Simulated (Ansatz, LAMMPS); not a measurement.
# Molecular dynamics of glassy 73GeO2-27Al2O3 (mol %) (117 atoms)

How do the atoms of glassy 73GeO2-27Al2O3 (mol %) (117 atoms) move, and what local order do they keep?

Program: Ansatz 0.2.0. Level of theory: Kohn-Sham DFT, LDA, PAW (set soft_2), plane waves. Results are calculated unless marked as measured.

## (1) The starting structure

The cell holds 117 atoms: 24 Ge, 18 Al and 75 O. Its edges and angles: a = 11.752 Å, b = 11.752 Å, c = 11.752 Å, α = 90.0°, β = 90.0°, γ = 90.0°. 117 atoms (24 Ge, 18 Al, 75 O) placed at random at 3.46 g/cm³, melted at 4000 K for 10 ps at fixed volume with the Morse and Coulomb pair potential with partial charges (Pedone, Malavasi, Menziani, Cormack and Segre, J. Phys. Chem. B 110, 11780 (2006)). Quenched from 4000 K to 300 K at 10 K/ps and fixed volume, held 10 ps at zero pressure.

Limits known from the start: The quench rate of 10 K/ps far exceeds what a furnace or splat quench reaches, so expect more defects and frozen-in strain than in a real sample. The network of bonds at the start is that of the classical potential that made the cell. The Brillouin zone is sampled at Γ only, in a cell whose shortest periodic width is 12 Å.

## (2) Dynamics started at 400 K

A Nosé–Hoover thermostat steers the temperature while disturbing the dynamics little. The time step is 1.0 fs.

Contents of input.yaml:

```yaml
crystal:
  lattice:
    - [11.75225, 0.0, 0.0]
    - [0.0, 11.75225, 0.0]
    - [0.0, 0.0, 11.75225]
  atoms:
    - { symbol: Ge, position: [0.36902, 0.35407, 0.51785] }
    - { symbol: Ge, position: [0.06504, 0.27237, 0.34527] }
    - { symbol: Ge, position: [0.30016, 0.91776, 0.75755] }
    - { symbol: Ge, position: [0.32589, 0.20748, 0.75913] }
    [... 107 atom lines left out ...]
    - { symbol: O, position: [0.74976, 0.42796, 0.498] }
    - { symbol: O, position: [0.42533, 0.62094, 0.22239] }
    - { symbol: O, position: [0.5796, 0.80682, 0.67989] }
    - { symbol: O, position: [0.34506, 0.57382, 0.00375] }
    - { symbol: O, position: [0.36432, 0.41925, 0.16639] }
    - { symbol: O, position: [0.07143, 0.46981, 0.67099] }
kpoints:
  mp_grid: { grid: [1, 1, 1] }
hamiltonian:
  xc: lda
scf:
  occupations: { method: fixed }
output:
  forces: true
md:
  timestep: 1.0
  n_steps: 102
  ensemble: nvt_nose_hoover
  temperature: 400
  initial_velocities: maxwell_boltzmann
  seed: 4798
```

Launch:

```
> ansatz run input.yaml --threads 4 --pin off --max-ram 8192MiB --backend cpu --events-out ev --progress --plain --runs-dir out
```

It took 25 min on 4 threads of Arm Neoverse V1, shared host; peak memory 2.5 GiB.

The program notes that it switched symmetry off.

Rows from the run:

```csv
time (fs),T (K),potential (meV/atom),conserved (meV/atom)
0.0,400,0.0,0.00
7.0,448,-6.2,-0.03
14.0,516,-15.0,-0.03
20.0,535,-17.6,-0.03
27.0,513,-15.2,-0.03
34.0,449,-7.6,-0.02
41.0,411,-3.4,-0.01
48.0,440,-7.7,-0.01
54.0,501,-16.2,-0.03
61.0,510,-18.3,-0.04
68.0,455,-12.3,-0.01
75.0,461,-14.0,-0.03
82.0,459,-14.8,-0.04
88.0,433,-12.4,-0.03
95.0,420,-11.7,-0.03
102.0,442,-15.2,-0.04
```

Mean square displacement from the first frame to the last: Ge 0.055 Å², Al 0.057 Å², O 0.096 Å².

The mean square displacement by time lag:

```csv
time lag (fs),Al (Å²),Ge (Å²),O (Å²)
1.0,4.0e-5,1.8e-5,7.1e-5
3.0,3.6e-4,1.6e-4,6.4e-4
5.0,9.8e-4,4.4e-4,0.00175
7.0,0.00189,8.5e-4,0.00336
9.0,0.00306,0.00139,0.00542
11.0,0.00445,0.00205,0.00785
13.0,0.00602,0.00282,0.0106
15.0,0.00772,0.00370,0.0135
17.0,0.00951,0.00466,0.0166
19.0,0.0113,0.00571,0.0197
21.0,0.0132,0.00682,0.0229
23.0,0.0150,0.00799,0.0260
26.0,0.0176,0.00984,0.0305
28.0,0.0192,0.0111,0.0334
30.0,0.0207,0.0124,0.0362
32.0,0.0221,0.0137,0.0389
34.0,0.0234,0.0151,0.0415
36.0,0.0246,0.0164,0.0440
38.0,0.0258,0.0177,0.0464
40.0,0.0269,0.0190,0.0487
42.0,0.0280,0.0204,0.0509
44.0,0.0290,0.0217,0.0530
46.0,0.0300,0.0230,0.0549
48.0,0.0311,0.0243,0.0567
51.0,0.0326,0.0262,0.0591
```

Over the second half of 102 fs the temperature averages 461 K, falling from about 504 to 427 K (means over the first and last quarter of that half). The conserved energy stays within 0.05 meV/atom. From first frame to last O has the largest mean square displacement, 0.096 Å² at the end; the farthest move is 0.63 Å. The mean temperature of 461 K lies well off the 400 K of the input, so the thermostat hasn't yet brought the run to equilibrium. The count of bonds goes from 169 in the first frame to 171 in the last, by one set of cutoffs: 0 pairs passed out of them and 2 came within. The run spans 0.10 ps, too short for its means to be equilibrium values.

## (3) Local order late in the run

The g(r) is a mean over the second half; what follows it is taken at the last frame.

Density 3.51 g/cm³, 13.87 Å³ an atom.

Mean of 14 frames. g(r), total and by pair (bins of 0.2 Å):

```csv
r (Å),total,O-O,O-Ge,O-Al,Ge-Ge,Ge-Al,Al-Al
1.60,0.92,0.00,2.49,1.34,0.00,0.00,0.00
1.80,3.83,0.00,8.28,8.41,0.00,0.00,0.00
2.00,0.32,0.00,0.47,1.01,0.00,0.00,0.00
2.20,0.03,0.00,0.04,0.10,0.00,0.00,0.00
2.40,0.15,0.33,0.00,0.10,0.00,0.00,0.00
2.60,0.57,1.24,0.04,0.10,0.00,0.00,1.35
2.80,1.46,3.31,0.07,0.15,0.00,0.13,1.94
3.00,1.33,2.54,0.19,0.32,0.20,1.68,2.81
3.20,1.14,1.12,0.61,0.50,4.41,2.33,3.46
3.40,1.00,0.69,0.75,0.96,2.45,2.34,3.30
3.60,0.82,0.50,1.08,1.44,0.09,0.50,0.29
3.80,0.88,0.48,1.25,1.54,0.47,0.33,0.35
4.00,0.80,0.46,1.21,1.15,0.58,0.36,0.93
4.20,1.14,0.69,1.77,1.42,1.25,0.67,0.73
4.40,1.26,0.81,1.79,1.69,0.99,1.11,0.76
4.60,1.15,1.10,1.29,1.22,0.87,0.99,0.77
4.80,0.90,1.08,0.76,0.71,0.95,1.02,0.69
5.00,0.93,1.14,0.65,0.64,1.25,1.31,1.30
5.20,1.02,1.49,0.60,0.65,1.13,0.84,1.08
5.40,1.06,1.41,0.76,0.69,1.48,1.13,0.67
5.60,1.00,1.17,0.83,0.81,1.04,1.07,1.33
5.80,0.96,0.95,0.85,0.97,1.11,1.24,1.20
```

Bonds by pair of elements; cutoffs follow the first minimum of g(r), held within bounds set by covalent radii, and pairs that aren't listed don't count as bonded:

```csv
pair A-B,cutoff (Å),bonds,mean length (Å),spread (Å),shortest (Å),B about A,A about B
O-Ge,2.27,97,1.77,0.083,1.62,1.29,4.04
O-Al,2.27,74,1.80,0.094,1.66,0.987,4.11
```

How many atoms have how many bonded neighbours:

```csv
element,mean,2,3,4,5
Al,4.11,0,0,16,2
Ge,4.04,0,0,23,1
O,2.28,54,21,0,0
```

Bond angles, per cent of each kind in bins of 5°:

```csv
angle (°),O-Ge-O,O-Al-O,Al-O-Ge,Al-O-Al,Ge-O-Ge
70–75,0.7,0.0,0.0,0.0,0.0
75–80,0.7,0.9,0.0,0.0,0.0
80–85,0.0,8.6,0.0,0.0,0.0
85–90,1.4,2.6,0.0,0.0,0.0
90–95,4.7,5.2,0.0,8.3,0.0
95–100,9.5,12.9,2.1,13.9,0.0
100–105,20.9,15.5,2.1,0.0,0.0
105–110,15.5,6.9,8.5,11.1,0.0
110–115,18.9,17.2,10.6,11.1,5.9
115–120,14.2,11.2,10.6,8.3,2.9
120–125,9.5,7.8,12.8,8.3,17.6
125–130,2.0,5.2,10.6,2.8,5.9
130–135,0.7,1.7,6.4,8.3,20.6
135–140,0.7,2.6,6.4,11.1,14.7
140–145,0.0,0.0,10.6,5.6,2.9
145–150,0.0,0.0,8.5,0.0,0.0
150–155,0.0,0.0,2.1,2.8,20.6
155–160,0.7,0.0,4.3,0.0,2.9
160–165,0.0,0.0,2.1,5.6,2.9
165–170,0.0,0.0,0.0,0.0,2.9
170–175,0.0,1.7,2.1,2.8,0.0
```

Bond angles (no mean is given where the spread exceeds 20°):

```csv
angle,count,mean (°),spread (°)
O-Ge-O,148,109,10.7
O-Al-O,116,108,16.2
Al-O-Ge,47,129,17
Al-O-Al,36,-,-
Ge-O-Ge,34,136,13.7
```

Oxygen atoms by the number of network formers (Si, P, Ge, B, Al, As, Ga) bound to them:

```csv
network formers bound to O,O atoms,per cent
0,0,0
1,0,0
2,54,72
3,21,28
```

Network units: each former by its oxygen neighbours and how many of them bridge to another former:

```csv
former,O neighbours,bridging O,atoms
Ge,4,4,23
Ge,5,5,1
Al,4,4,16
Al,5,5,2
```

Bond length by coordination (bonds to H left out):

```csv
element,coordination,atoms,mean bond length (Å)
Al,4,16,1.78
Al,5,2,1.89
Ge,4,23,1.76
Ge,5,1,1.90
O,2,54,1.74
O,3,21,1.85
```

Rings of the network by King's shortest-path rule, up to 12 atoms, one path for each pair of neighbours; H, halogens, alkali and alkaline-earth atoms are left out, and the last column divides by all other atoms, bonded or not:

```csv
ring size (atoms),rings,per network atom
4,5,0.043
6,11,0.094
8,28,0.239
10,38,0.325
12,29,0.248
```

For some of the pairs, g(r) has its first main peak near 2.8 Å (O-O), 1.7 Å (O-Ge), 1.8 Å (O-Al), 3.2 Å (Ge-Ge), 3.3 Å (Ge-Al) and 3.2 Å (Al-Al). By these cutoffs 89 % of Al atoms have 4, 96 % of Ge atoms have 4 and 72 % of O atoms have 2 bonded neighbours. The O-Ge-O angle averages 109° with a spread of 11°. 72 % of the oxygens bridge two formers (Ge and Al) and 0 % are non-bridging; 28 % join three. The commonest Ge unit has 4 oxygens, 4 of them shared with other formers (23 of 24 atoms). Rings of 10 atoms are the most common (34 % of those counted); sizes run from 4 to 12, where the search stops.

## (4) Single point at the last frame

The last frame is solved again with fuller output, to read the electronic structure of a thermally displaced geometry.

Contents of input.yaml:

```yaml
crystal:
  lattice:
    - [11.75225, 0.0, 0.0]
    - [0.0, 11.75225, 0.0]
    - [0.0, 0.0, 11.75225]
  atoms:
    - { symbol: Ge, position: [0.3856, 0.36863, 0.52349] }
    - { symbol: Ge, position: [0.05048, 0.26439, 0.34893] }
    - { symbol: Ge, position: [0.31423, 0.92813, 0.75709] }
    - { symbol: Ge, position: [0.33782, 0.20539, 0.73783] }
    [... 107 atom lines left out ...]
    - { symbol: O, position: [0.73462, 0.40934, 0.48138] }
    - { symbol: O, position: [0.43911, 0.63557, 0.21814] }
    - { symbol: O, position: [0.56735, 0.81877, 0.6547] }
    - { symbol: O, position: [0.36674, 0.59325, 0.98441] }
    - { symbol: O, position: [0.36916, 0.42938, 0.16287] }
    - { symbol: O, position: [0.07742, 0.47192, 0.67209] }
kpoints:
  mp_grid: { grid: [1, 1, 1] }
hamiltonian:
  xc: lda
scf:
  occupations: { method: fixed }
output:
  forces: true
  stress: true
  populations: intrinsic
  dos:
    method: { smearing: { sigma: 0.08 } }
    de: 0.1
    projected: { site_lists: { Al: [Al], Ge: [Ge], O: [O] } }
  eigenvalues: true
  write_density: true
  write_potential: true
  volumetric_format: npy
```

Wall time 52 s (4 threads); peak memory 2.3 GiB; 3.3 min of CPU time.

Numbers from this run:

* free energy: -152096.1839 eV
* free energy per atom: -1299.9674 eV/atom
* SCF cycles: 11
* pressure: -4.056 GPa
* r.m.s. force component: 0.9622 eV/Å
* longest force: 4.435 eV/Å
* Fermi energy: 3.469 eV
* gap (highest filled to lowest empty level): 2.183 eV

Neighbours are counted within 2.27 Å (O-Ge), 2.27 Å (O-Al), the cutoffs taken from the dynamics.

Length of the force by element and coordination:

```csv
element,coordination,atoms,mean length of the force (eV/Å),spread,least,most
Al,all,18,1.48,0.541,0.393,2.31
Al,4,16,1.53,0.501,0.603,2.31
Al,5,2,1.03,0.639,0.393,1.67
Ge,all,24,2.31,0.972,0.777,4.43
Ge,4,23,2.38,0.944,0.777,4.43
Ge,5,1,0.864,0,0.864,0.864
O,all,75,1.19,0.553,0.244,2.98
O,2,54,1.18,0.600,0.265,2.98
O,3,21,1.23,0.408,0.244,2.09
```

Intrinsic-atomic-orbital charges by element and coordination:

```csv
element,coordination,atoms,mean charge (e),spread,least,most
Al,all,18,1.31,0.0297,1.25,1.37
Al,4,16,1.31,0.0298,1.25,1.37
Al,5,2,1.29,0.0225,1.27,1.32
Ge,all,24,1.53,0.025,1.46,1.57
Ge,4,23,1.53,0.024,1.46,1.57
Ge,5,1,1.49,0,1.49,1.49
O,all,75,-0.804,0.0564,-0.943,-0.712
O,2,54,-0.793,0.0519,-0.929,-0.712
O,3,21,-0.832,0.0578,-0.943,-0.739
```

Density of states as counts of states in windows of 1 eV (from the Fermi level), total and the larger projections:

```csv
from (eV),to (eV),total,O p,Ge p,Ge s
-10,-9,12.0,6.8,0.4,3.8
-9,-8,12.3,7.2,0.7,3.1
-8,-7,14.6,9.0,1.0,2.8
-7,-6,23.2,16.5,2.3,1.3
-6,-5,44.4,33.1,6.6,0.5
-5,-4,49.6,38.7,5.5,0.3
-4,-3,55.0,45.6,3.3,0.3
-3,-2,78.8,70.9,2.4,0.2
-2,-1,98.4,93.1,1.4,0.2
-1,0,58.9,56.4,0.5,0.1
0,1,1.2,1.2,0.0,0.0
1,2,0.0,0.0,0.0,0.0
2,3,2.0,0.3,0.0,0.8
3,4,10.2,2.8,0.9,3.8
4,5,16.1,4.1,1.9,5.5
```

The curve was stored every 0.100 eV, coarse against its broadening of 0.08 eV, so these counts are rough.

With fixed occupations the program's Fermi level is the highest filled level; weight inside the gap is the broadening of levels at its edges.

Between -25 and -10 eV lie 392 more states.

The levels nearest the highest filled one (over half full), pooled over k-points and spins:

```csv
level less the highest filled one (eV),occupation
-0.351,2
-0.327,2
-0.271,2
-0.217,2
-0.203,2
0,2
2.18,0
3.27,0
3.43,0
3.54,0
3.77,0
3.83,0
```

Mean intrinsic-atomic-orbital charges: Al +1.31, Ge +1.53, O -0.80 e. The largest share in the top eV of filled states is O p (97 % of the projected weight), and in the lowest eV of empty states Ge s (40 % of the projected weight).

## (5) Outcome

```
mean temperature, second half                                : 460.8 K
temperature swing, second half                               : 30 K
slope of the conserved energy against time, by least squares : -0.1027 meV/atom/ps
free energy per atom                                         : -1299.9674 eV/atom
pressure                                                     : -4.056 GPa
r.m.s. force component                                       : 0.9622 eV/Å
gap (highest filled to lowest empty level)             : 2.183 eV
wall time of the 2 DFT runs                                  : 26 min
```

In words: Over the second half of 102 fs the temperature averages 461 K, falling from about 504 to 427 K (means over the first and last quarter of that half). The conserved energy stays within 0.05 meV/atom. The mean temperature of 461 K lies well off the 400 K of the input, so the thermostat hasn't yet brought the run to equilibrium. The count of bonds goes from 169 in the first frame to 171 in the last, by one set of cutoffs: 0 pairs passed out of them and 2 came within. The run spans 0.10 ps, too short for its means to be equilibrium values. With the cutoffs above, 89 % of Al atoms have 4, 96 % of Ge atoms have 4 and 72 % of O atoms have 2 bonded neighbours. 72 % of the oxygens bridge two formers (Ge and Al) and 0 % are non-bridging; 28 % join three.

Between filled and empty levels lie 2.18 eV (at Γ alone); a local or semilocal functional tends to put such gaps too low. In a disordered cell it changes from sample to sample, and tail or defect levels can set it.

What to keep in mind: The starting topology of bonds comes from the classical model; in DFT 0 of its 169 bonded pairs passed out of the cutoffs and 2 came within them. The pressure of -4.1 GPa is that of one thermal frame at a volume set beforehand, without the kinetic term.

[Logs are printed without paths, hosts, clocks, repeated set-up lines and the standing remarks that a program may print on its own settings, such as how far it seeks lower states.]

[Hosts, paths, dates, database ids (printed as entryN), source tags and the programs' standing remarks are cut or masked in the printed files.]
